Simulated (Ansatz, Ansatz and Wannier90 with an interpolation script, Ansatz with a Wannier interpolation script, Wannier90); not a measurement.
An input for Ansatz 0.2.0 (SnO2 (Cassiterite)):

```yaml
crystal:
  lattice:
    - [4.738, 0.0, 0.0]
    - [0.0, 4.738, 0.0]
    - [0.0, 0.0, 3.1865]
  atoms:
    - { symbol: Sn, position: [0.0, 0.0, 0.0] }
    - { symbol: Sn, position: [0.5, 0.5, 0.5] }
    - { symbol: O, position: [0.3060852429, 0.3060852429, 0.0] }
    - { symbol: O, position: [0.1939147571, 0.8060852429, 0.5] }
    - { symbol: O, position: [0.6939147571, 0.6939147571, 0.0] }
    - { symbol: O, position: [0.8060852429, 0.1939147571, 0.5] }
kpoints:
  mp_grid: { grid: [4, 4, 6] }
hamiltonian:
  xc: lda
scf:
  occupations: { method: fixed }
gw:
  n_empty_bands: 240
  ecut_chi: 130.0
  qp_bands: [v12, c2]
  screening: { model: contour_deformation }
```

```sh
ansatz run input.yaml --threads 14 --pin off --max-ram 73728MiB --backend cpu --events-out ev --progress --plain --runs-dir out
```

How long will it take on 14 threads of Arm Neoverse V2, shared host, and how much memory?

It took 2.9 min; on shared hardware allow 87 s to 5.8 min. Peak host memory was 1.9 GiB. The sizes that set the cost: 1411 plane waves a state, 24 irreducible k points, 266 bands summed, 249 plane waves in the screening and 6 SCF cycles.

The screening grows as filled bands × empty bands × pairs of k points, times the square of the screening basis for the matrix.

[Paths, hosts, dates, memory and timing lines, banners, echoed tables and standing remarks are left out of the program output.]

[Logs are printed without paths, hosts, clocks, repeated set-up lines and the standing remarks that a program may print on its own settings, such as how far it seeks lower states.]

[Runs of the session that timed out or met a known fault of the program may be left out.]

[Hosts, paths, dates, database ids (printed as entryN), source tags and the programs' standing remarks are cut or masked in the printed files.]
